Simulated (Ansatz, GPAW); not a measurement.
# Dielectric function and optical constants of MgCd2P2 (model structure), part 2 of 2

Aim: the dielectric function of MgCd2P2 (model structure), and the optical constants that follow from it. The structure is a model built here, which may or may not match a known phase. It was built so: All As replaced by P and Ca replaced by Mg in the P-3m1 structure of CaCd2As2. The cell is first relaxed with Ansatz.

GPAW 26.7.0; DFT, RPBE, plane-wave PAW (GPAW data sets), scalar-relativistic, RPA, optical limit.

So far: The starting structure; Relaxation.

**3. Ground state**

The self-consistent density comes first; it also tells whether there is a gap, which decides the occupations and the need for a Drude term.

This step: DFT, RPBE, plane-wave PAW (GPAW data sets), scalar-relativistic, ground state (GPAW 26.7.0).

gs.py reads:

```python
from ase import Atoms
from ase.dft.bandgap import bandgap
from gpaw import GPAW, PW, FermiDirac

atoms = Atoms(['Cd', 'Cd', 'P', 'P', 'Mg'],
              cell=[[4.25439843, 0.00000000, 0.00000000],
                    [-2.12719921, 3.68441712, 0.00000000],
                    [0.00000000, 0.00000000, 6.90568740]],
              scaled_positions=[[0.66666667, 0.33333333, 0.36091654],
                                [0.33333333, 0.66666667, 0.63908346],
                                [0.66666667, 0.33333333, 0.78217749],
                                [0.33333333, 0.66666667, 0.21782251],
                                [0.00000000, 0.00000000, 1.00000000]],
              pbc=[True, True, True])
atoms.calc = GPAW(mode=PW(400), xc='RPBE', kpts={'size': (6, 6, 4), 'gamma': True},
                  occupations=FermiDirac(0.05), maxiter=150, txt='gs.txt')
print('energy (eV)', atoms.get_potential_energy())
print('Fermi level (eV)', atoms.calc.get_fermi_level())
print('valence electrons', atoms.calc.get_number_of_electrons())
print('gap (eV)', bandgap(atoms.calc, output=None)[0])
print('direct gap (eV)', bandgap(atoms.calc, direct=True, output=None)[0])
atoms.calc.write('gs.gpw')
```

Launch:

```sh
> OMP_NUM_THREADS=1 python gs.py
```

Numbers of over 12 decimals in the logs are rounded to 6 here.

Log:

```text
__  _  _
 | _ |_)|_||  |
 |__||  | ||/\| - 26.7.0

Versions:
  Python: 3.12.14
  ASE:    3.29.0
  Numpy:  2.5.5
  Scipy:  1.18.1
  Libxc:  7.0.0

Input parameters:
  mode=PW(ecut=400.0),
  kpts=MonkhorstPack(size=(6, 6, 4), gamma=True),
  maxiter=150,
  occupations=Occupations(name='fermi-dirac', width=0.05, fixmagmom=False),
  xc=XC(name='RPBE')

Diagonalizing LCAO Hamiltonian
Converting LCAO to pw mode

       Mg
             P
         Cd

             Cd
         P

Atoms  # Å, Bohr magnetons
|   | symbol |         x |        y |        z |    initial magnetic moments |
| 0 |     Cd |  2.127199 | 1.228139 | 2.492377 | ( 0.0000,  0.0000,  0.0000) |
| 1 |     Cd | -0.000000 | 2.456278 | 4.413311 | ( 0.0000,  0.0000,  0.0000) |
| 2 |      P |  2.127199 | 1.228139 | 5.401473 | ( 0.0000,  0.0000,  0.0000) |
| 3 |      P | -0.000000 | 2.456278 | 1.504214 | ( 0.0000,  0.0000,  0.0000) |
| 4 |     Mg |  0.000000 | 0.000000 | 6.905687 | ( 0.0000,  0.0000,  0.0000) |

Unit cell  # Å
| periodic |         x |        y |        z |  lengths |     angles |
|      yes |  4.254398 | 0.000000 | 0.000000 | 4.254398 |  90.000000 |
|      yes | -2.127199 | 3.684417 | 0.000000 | 4.254398 |  90.000000 |
|      yes |  0.000000 | 0.000000 | 6.905687 | 6.905687 | 120.000000 |

Number of symmetries: 4
Symmetry operations  # r_c * U_cc + t_c -> r_c
|   | kind |            matrix            |
| 0 |  E   |  1, 0, 0,  0, 1, 0,  0, 0, 1 |
| 1 |  C2  |  0, 1, 0,  1, 0, 0,  0, 0,-1 |
| 2 |  σ   |  0,-1, 0, -1, 0, 0,  0, 0, 1 |
| 3 |  i   | -1, 0, 0,  0,-1, 0,  0, 0,-1 |

BZ-sampling:
  Number of BZ points: 144
  Number of IBZ points: 47

  Monkhorst-Pack size: [6, 6, 4]
  Monkhorst-Pack shift: [0.083333, 0.083333, 0.125]

K-points  # in reciprocal-cell coordinates
|     |                                coordinates |     weight |
|   0 | (  0.00000000,   0.00000000,   0.00000000) | 0.00694444 |
|   1 | (  0.00000000,   0.00000000,   0.25000000) | 0.01388889 |
|   2 | (  0.00000000,   0.00000000,   0.50000000) | 0.00694444 |
|   3 | (  0.16666667,  -0.16666667,  -0.25000000) | 0.01388889 |
|   4 | (  0.16666667,  -0.16666667,   0.00000000) | 0.01388889 |
|   5 | (  0.16666667,  -0.16666667,   0.25000000) | 0.01388889 |
|   6 | (  0.16666667,  -0.16666667,   0.50000000) | 0.01388889 |
|   7 | (  0.16666667,   0.00000000,  -0.25000000) | 0.02777778 |
|   8 | (  0.16666667,   0.00000000,   0.00000000) | 0.02777778 |
|   9 | (  0.16666667,   0.00000000,   0.25000000) | 0.02777778 |
| ... |                                            |            |
|  46 | (  0.50000000,   0.50000000,   0.50000000) | 0.00694444 |

Plane wave coefficients: 1976
Cutoff: 400.0 eV

Spin-components: 1 (collinear spins)
Bands:           31
Projectors:      27
Spin-degeneracy: 2
Datatype:        complex128

Parallelization:
  kpt:    1
  domain: 1
  band:   1

Density:
  Valence electrons: 44.0
  Components: 1
  Grid points: [20 20 32]
  Charge: 0.0  # |e|

Potential:
  Grid points: [20 20 32]

species:
  Cd:
    name:    Cadmium
    id:
    Z:       48.0
    valence: 12
    core:    36
    charge:  0.0  # [|e|]
    compensation charges:
      type: gauss
      rc: 0.38  # [Å]
      lmax: 2
    cutoffs:
      filter: 2.12  # [Å]
      core: 2.62  # [Å]
    projectors
    | kind |    occ | energy [eV] | rcut [Å] |
    |   5s |  2.000 |      -5.542 |    1.191 |
    |   5p |  0.000 |      -1.167 |    1.228 |
    |   4d | 10.000 |     -11.705 |    1.164 |
    |    s |        |      21.670 |    1.191 |
    |    p |        |      26.044 |    1.228 |
    |    d |        |      15.507 |    1.164 |

    Using partial waves for Cd as LCAO basis

  P:
    name:    Phosphorus
    id:
    Z:       15.0
    valence: 5
    core:    10
    charge:  0.0  # [|e|]
    compensation charges:
      type: gauss
      rc: 0.30  # [Å]
      lmax: 2
    cutoffs:
      filter: 1.69  # [Å]
      core: 1.81  # [Å]
    projectors
    | kind |    occ | energy [eV] | rcut [Å] |
    |   3s |  2.000 |     -13.955 |    0.953 |
    |   3p |  3.000 |      -5.495 |    0.953 |
    |    s |        |      13.257 |    0.953 |
    |    p |        |      21.717 |    0.953 |
    |    d |        |       0.000 |    0.953 |

    Using partial waves for P as LCAO basis

  Mg:
    name:    Magnesium
    id:
    Z:       12.0
    valence: 10
    core:    2
    charge:  0.0  # [|e|]
    compensation charges:
      type: gauss
      rc: 0.33  # [Å]
      lmax: 2
    cutoffs:
      filter: 1.86  # [Å]
      core: 0.54  # [Å]
    projectors
    | kind |    occ | energy [eV] | rcut [Å] |
    |   2s |  2.000 |     -80.012 |    1.090 |
    |   3s |  2.000 |      -4.684 |    1.090 |
    |   2p |  6.000 |     -46.607 |    1.085 |
    |   3p |  0.000 |      -1.360 |    1.085 |
    |    d |        |       0.000 |    1.037 |

    Using partial waves for Mg as LCAO basis

Reference energy: -328429.128940  # eV

eigensolver:
  PPCG
  Converge bands: occupied
  niter=2

density mixing:
  MSR1-Mixer
  Pratt-step length: 0.05
  Maximum mixing coefficient: 0.75
  Old densities: 10
  SVD Regularization: 0.005
  Good broyden scale: 1.0
  Trust region scale: 1.0
  Backstep threshold: 4.0
  History deletion threshold: 6.0
  Fourier metric: weight=20.0, sigma=0.015

occupation numbers:
  Fermi-Dirac:
    width: 0.0500  # eV

poisson solver:
  ecut: 3200.0  # eV

xc functional:
  name: RPBE with 2 nearest neighbor stencil

convergence criteria:
- Maximum [total energy] change in last 3 cyles: 0.0005 eV / valence electron
- Maximum integral of absolute [dens]ity change: 0.0001 electrons / valence electron
- Maximum integral of absolute [eigenst]ate change: 4e-08 eV^2 / valence electron
maximum number of iterations: 150

SCF iterations
|iter     |      energy | eigst |  dens |
|iter:   1||  -14.829677 | -0.17 |       |
|iter:   2||  -14.457747 | -1.93 | -1.11 |
|iter:   3||  -13.437169 | -1.25 | -1.16 |
|iter:   4||  -13.427841 | -2.45 | -1.64 |
|iter:   5||  -13.431351c| -3.29 | -2.04 |
|iter:   6||  -13.429121c| -3.75 | -2.46 |
|iter:   7||  -13.429167c| -5.42 | -3.12 |
|iter:   8||  -13.429189c| -6.24 | -3.55 |
|iter:   9||  -13.429189c| -7.42c| -4.35c|

Converged in 9 steps
SCF loop duration: 30.861 s (3.429 s/step)
Energy contributions relative to reference atoms: (reference = -328429.128940)

Energy contributions:
  Kinetic:          28.508385
  Coulomb:         -23.955024
  Zero:              0.403634
  External:          0.000000
  Xc:              -18.386076
  Entropy:          -0.000217
  Spinorbit:         0.000000
  ----------------------------
  Free energy:     -13.429298
  Extrapolated:    -13.429189

dipole moment: (-3.042394, -5.269582, -9.876754)  # |e|*Ang

Fermi level: 5.778
Eigenvalues  # (at kpt = [0.000, 0.000, 0.000])
| band index |      eig [eV] | occ [0-2] |
|          0 |       -71.259 |     2.000 |
|        ... |               |           |
|         14 |        -2.521 |     2.000 |
|         15 |        -2.521 |     2.000 |
|         16 |         0.322 |     2.000 |
|         17 |         4.774 |     2.000 |
|         18 |         4.774 |     2.000 |
|         19 |         5.441 |     1.998 |
|         20 |         5.510 |     1.991 |
|         21 |         5.510 |     1.991 |
|         22 |         5.976 |     0.038 |
|         23 |         6.940 |     0.000 |
|         24 |         9.537 |     0.000 |
|         25 |         9.683 |     0.000 |
|         26 |         9.683 |     0.000 |
|         27 |        10.214 |     0.000 |
|         28 |        10.214 |     0.000 |
|         29 |        12.404 |     0.000 |
|         30 |        12.552 |     0.000 |

Gap: 0.466 eV
Transition (v -> c):
  (s=0, k=0, n=21, [0.00, 0.00, 0.00]) -> (s=0, k=0, n=22, [0.00, 0.00, 0.00])
No difference between direct/indirect transitions

--- standard output ---
energy (eV) -13.429189
Fermi level (eV) 5.778055
valence electrons 44.0
gap (eV) 0.465918
direct gap (eV) 0.465918
```

It took 33 s on 1 thread of Arm Neoverse V2, shared host; peak memory 0.22 GiB.

Read-outs, printed or worked out from the files:

* energy: -13.43 eV
* Fermi energy: 5.778 eV
* gap on the k-mesh: 0.4659 eV
* direct gap on the mesh: 0.4659 eV
* electrons: 44

There is a gap, 0.47 eV on this mesh (points off the mesh can give less), so no carriers' term is needed.

**4. Bands for the response**

At the fixed density, many empty bands are solved on the mesh of the response, since the spectrum sums over them.

This step: DFT, RPBE, plane-wave PAW (GPAW data sets), scalar-relativistic, bands at fixed density (GPAW 26.7.0).

nscf.py reads:

```python
from ase.dft.bandgap import bandgap
from gpaw import GPAW, FermiDirac

calc = GPAW('gs.gpw').fixed_density(kpts={'size': (12, 12, 6), 'gamma': True}, nbands=64, convergence={'bands': 58},
                                    occupations=FermiDirac(0.001), txt='nscf.txt')
print('gap (eV)', bandgap(calc, output=None)[0])
print('direct gap (eV)', bandgap(calc, direct=True, output=None)[0])
print('top band over the Fermi level (eV)', min(calc.get_eigenvalues(kpt=k)[57] for k in range(len(calc.get_ibz_k_points()))) - calc.get_fermi_level())
calc.write('full.gpw', mode='all')
```

Launch:

```sh
> OMP_NUM_THREADS=1 python nscf.py
```

Log:

```text
Diagonalizing LCAO Hamiltonian
Converting LCAO to pw mode
convergence criteria:
- Maximum integral of absolute [eigenst]ate change: 4e-08 eV^2 / valence electron
maximum number of iterations: 150

SCF iterations
|iter     |      energy | eigst |  dens |
|iter:   1||             | +3.09 |       |
|iter:   2||             | +2.27 |       |
|iter:   3||             | +1.49 |       |
|iter:   4||             | +0.56 |       |
|iter:   5||             | -0.21 |       |
|iter:   6||             | -0.95 |       |
|iter:   7||             | -1.69 |       |
|iter:   8||             | -2.45 |       |
|iter:   9||             | -3.24 |       |
|iter:  10||             | -4.03 |       |
|iter:  11||             | -4.82 |       |
|iter:  12||             | -5.62 |       |
|iter:  13||             | -6.44 |       |
|iter:  14||             | -7.23 |       |
|iter:  15||             | -7.48c|       |
SCF steps: 15
  __  _  _
 | _ |_)|_||  |
 |__||  | ||/\| - 26.7.0

Versions:
  Python: 3.12.14
  ASE:    3.29.0
  Numpy:  2.5.5
  Scipy:  1.18.1
  Libxc:  7.0.0

Input parameters:
  mode=PW(ecut=400.0),
  convergence={'bands': 58},
  gpts=array([20, 20, 32]),
  kpts=MonkhorstPack(size=(12, 12, 6), gamma=True),
  maxiter=150,
  nbands=64,
  occupations=Occupations(name='fermi-dirac', width=0.001, fixmagmom=False),
  parallel={},
  xc=XC(name='RPBE')

--- standard output ---
gap (eV) 0.382250
direct gap (eV) 0.465918
top band over the Fermi level (eV) 20.261297
```

It took 8.8 min on 1 thread; peak memory 0.79 GiB.

Numbers from this step:

| Quantity | Value |
| --- | --- |
| gap on the k-mesh | 0.3822 eV |

**5. Dielectric function, RPA**

Local fields let the induced charge screen the field inside the cell, which as a rule lowers ε, most along directions where the density is uneven.

This step: DFT, RPBE, plane-wave PAW (GPAW data sets), scalar-relativistic, RPA, optical limit (GPAW 26.7.0).

df.py reads:

```python
from gpaw.response.df import DielectricFunction

df = DielectricFunction('full.gpw', frequencies={'type': 'nonlinear', 'domega0': 0.03, 'omega2': 8},
                        ecut=50,
                        eta=0.1,
                        nbands=58,
                        txt='df.txt')
for direction in ['x', 'z']:
    df.get_dielectric_function(xc='RPA', direction=direction, filename=f'df_{direction}.csv')
```

Launch:

```sh
> OMP_NUM_THREADS=1 python df.py
```

Log:

```text
Using integrator: PointIntegrator
NonLinearFrequencyDescriptor(from 0.000 to 100.485 eV, 541 points)
Nonperiodic BCs:  [False False False]
Using integrator: PointIntegrator
NonLinearFrequencyDescriptor(from 0.000 to 100.485 eV, 541 points)
Nonperiodic BCs:  [False False False]

Calculating chi0 body with:
    Ground state adapter containing:
    Number of spins: 1
    Number of kpoints: 864
    Number of irreducible kpoints: 242
    Number of completely occupied states: 22
    Number of partially occupied states: 22

    Linear response parametrization:
    q_c: [0.0, 0.0, 0.0]
    Number of frequency points: 541
    Planewave cutoff: 50.0
    Number of bands: 58
    Number of planewaves: 97
    Broadening (eta): 0.1

Integrating chi0 body.

Symmetries of q_c:
    Direct symmetries (Uq -> q): 4
    Indirect symmetries (TUq -> q): 0
In total 4 allowed symmetries.

242 groups of equivalent kpoints. 71.990741% reduction.

Integral kind: spectral function

Calculating chi0 optical extensions with:
    Ground state adapter containing:
    Number of spins: 1
    Number of kpoints: 864
    Number of irreducible kpoints: 242
    Number of completely occupied states: 22
    Number of partially occupied states: 22

    Linear response parametrization:
    Number of frequency points: 541
    Planewave cutoff: 50.0
    Number of bands: 58
    Number of planewaves: 97
    Broadening (eta): 0.1
Integrating chi0 head and wings.

Symmetries of q_c:
    Direct symmetries (Uq -> q): 4
    Indirect symmetries (TUq -> q): 0
In total 4 allowed symmetries.

242 groups of equivalent kpoints. 71.990741% reduction.

Integral kind: spectral function wings
```

Elapsed: 75 s, on 1 thread; peak memory 0.57 GiB.

Read-outs, printed or worked out from the files:

- electronic dielectric constant ε∞, mean over x, y and z (by symmetry where fewer were run): 15.83
- centre of weight of the strongest loss peak in the window: 15.25 eV

The Im ε has structure finer than the step of the table below, so its rows give means over 1 eV, whole bins alone (the curve runs from 0 to 19.9 eV). Peaks (eV: height): E ∥ x 0.5: 6.09, 2.8: 16.9, 3.3: 17.6; E ∥ z 0.5: 4.78, 1.0: 6.85, 1.7: 12.2, 2.8: 19.6.

Sum at mesh points, not converged in k; values under the direct gap are tails of Lorentzian lines. The Im ε by photon energy; means over each step:

```csv
photon energy (eV),E ∥ x,E ∥ z
1,2.65,4.34
2,8.86,11.6
3,15.2,16.4
4,12.6,10.5
5,8.80,8.55
6,5.72,5.52
7,3.45,3.34
8,2.19,2.16
9,1.38,1.18
10,1.04,0.940
11,0.967,0.877
12,0.729,0.749
13,0.582,0.616
14,0.465,0.508
15,0.449,0.479
16,0.442,0.432
17,0.372,0.393
18,0.302,0.314
19,0.299,0.294
```

The reflectivity at normal incidence has structure finer than the step of the table below, so its rows give means over 0.5 eV, whole bins alone (the curve runs from 0 to 19.9 eV). Peaks (eV: height): E ∥ x 0.40: 37.9, 4.75: 52.0, 6.93: 54.0, 8.58: 53.2, 11.40: 37.5; E ∥ z 3.64: 52.5, 6.07: 52.9, 8.39: 55.3.

Sum at mesh points, not converged in k. Reflectivity at normal incidence against photon energy; means over each step:

```csv
photon energy (eV),E ∥ x (%),E ∥ z (%)
0.5,34.1,37.0
1.0,34.1,37.2
1.5,37.4,40.9
2.0,38.8,40.8
2.5,43.2,42.9
3.0,43.1,48.2
3.5,46.1,49.3
4.0,46.0,43.6
4.5,47.0,41.7
5.0,47.9,45.5
5.5,47.0,47.1
6.0,48.3,50.9
6.5,49.1,50.2
7.0,52.9,46.6
7.5,50.5,48.5
8.0,47.6,53.0
8.5,50.4,54.3
9.0,48.0,51.1
9.5,45.8,47.1
10.0,40.3,38.2
10.5,35.3,33.5
11.0,32.5,32.6
11.5,35.5,29.7
12.0,31.9,27.3
12.5,29.9,25.1
13.0,28.3,25.4
13.5,25.2,21.6
14.0,20.6,17.5
14.5,16.1,14.9
15.0,13.3,13.6
15.5,11.3,11.8
16.0,12.1,10.8
16.5,10.4,9.38
17.0,9.49,8.89
17.5,8.49,8.30
18.0,7.03,6.95
18.5,5.41,5.44
19.0,4.67,4.27
19.5,4.46,3.95
```

Sum at mesh points, not converged in k; values under the direct gap are tails of Lorentzian lines. Table of loss function −Im 1/ε at q → 0 by energy loss; read off at these points:

```csv
energy loss (eV),E ∥ x,E ∥ z
0.00,0,0
0.50,0.0296,0.0135
1.00,0.0132,0.0224
1.50,0.0173,0.0199
2.00,0.0249,0.0305
2.50,0.0378,0.0433
3.00,0.0591,0.0516
3.50,0.0672,0.0624
4.00,0.0713,0.101
4.50,0.0900,0.109
5.00,0.109,0.101
5.50,0.115,0.118
6.00,0.147,0.123
6.50,0.148,0.158
7.00,0.160,0.203
7.50,0.205,0.204
8.00,0.246,0.211
8.50,0.251,0.253
9.00,0.342,0.339
9.50,0.440,0.486
10.00,0.607,0.715
10.50,0.703,0.786
11.00,0.762,0.851
11.50,0.861,1.09
12.00,1.05,1.18
12.50,1.30,1.24
13.00,1.50,1.58
13.50,1.98,1.85
14.00,2.14,1.90
14.31,2.26,2.00
14.50,2.07,1.93
15.00,1.99,1.89
15.50,1.73,1.85
16.00,1.89,1.83
16.13,1.97,1.79
16.50,1.86,1.73
17.00,1.78,1.66
17.50,1.64,1.58
18.00,1.43,1.42
18.50,1.17,1.19
19.00,1.04,0.967
19.50,1.01,0.929
```

The Im ε, E ∥ x has structure finer than the step of the table below, so its rows give means over 1 eV, whole bins alone (the curve runs from 0 to 19.9 eV). Peaks (eV: height): without local fields 0.5: 6.17, 2.7: 19.8, 3.3: 21.1; with local fields 0.5: 6.09, 2.8: 16.9, 3.3: 17.6.

Sum at mesh points, not converged in k; values under the direct gap are tails of Lorentzian lines. Im ε, E ∥ x against photon energy; means over each step:

```csv
photon energy (eV),without local fields,with local fields
1,2.85,2.65
2,10.5,8.86
3,18.1,15.2
4,15.7,12.6
5,9.89,8.80
6,5.81,5.72
7,3.13,3.45
8,1.90,2.19
9,1.10,1.38
10,0.892,1.04
11,0.838,0.967
12,0.656,0.729
13,0.544,0.582
14,0.430,0.465
15,0.412,0.449
16,0.371,0.442
17,0.308,0.372
18,0.262,0.302
19,0.256,0.299
```

Optical constants at common wavelengths, from n + ik = √ε:

```csv
wavelength (nm),n x,k x,R (%) x,1/α x,n z,k z,R (%) z,1/α z
633,4.02,0.887,38.1,57 nm,4.11,1.210,40.4,42 nm
532,4.19,1.475,42.4,29 nm,3.93,1.764,42.7,24 nm
450,3.84,2.195,45.6,16 nm,4.07,2.262,47.2,16 nm
405,3.39,1.931,41.0,17 nm,3.40,2.613,48.1,12 nm
365,3.18,2.648,48.1,11 nm,2.92,2.556,46.7,11 nm
308,2.60,2.665,48.2,9.2 nm,2.21,2.287,43.1,11 nm
193,1.15,2.126,49.6,7.2 nm,0.99,2.062,51.7,7.4 nm
```

Below the direct gap, k and the depth come from the tails of the Lorentzian lines, not from transitions.

Rows near the edge hang on the gap, which this functional as a rule makes too small, and phonon-assisted absorption is left out.

**6. Results**

| Quantity | Value |
| --- | --- |
| electronic dielectric constant ε∞, mean over x, y and z (by symmetry where fewer were run) (RPA) | 15.8 |
| centre of weight of the strongest loss peak in the window, first axis | 15.2 eV |

At this level (RPBE, RPA) MgCd2P2 has a mean ε∞ = 15.8 and n = 3.69 at 1550 nm (E ∥ x). The cell grew by 14.3 % in volume. On the mesh the gap is 0.38 eV and the least direct gap 0.47 eV, so on this mesh the band edges lie at different points. Local fields change the static value along x from 17.28 to 15.52 (-10 %). The static values by axis are 15.52 (x), 16.45 (z). Excitons and phonon-assisted transitions are missing; RPBE gaps are as a rule too small, which pulls the onset down and ε∞ up. The cell grew by 14 % in the relaxation, which can come from the guessed start or, where layers or molecules are weakly bound, from the missing dispersion term; a larger cell lowers ε. In this version of GPAW the matrix elements of the optical limit are incomplete, which can lower ε − 1 by up to a tenth where first-row anions or d states rule, and shift it by more in d metals. The sum runs over mesh points 0.15 Å⁻¹ apart with no interpolation, so peaks are partly noise of the mesh; over so small a direct gap single mesh points weigh heavily, so ε∞, n and their changes from run to run can be far off.

[Machine, clock and banner lines and Python warnings are left out of the logs.]

[Logs are printed without paths, hosts, clocks, repeated set-up lines and the standing remarks that a program may print on its own settings, such as how far it seeks lower states.]

[Hosts, paths, dates, database ids (printed as entryN), source tags and the programs' standing remarks are cut or masked in the printed files.]
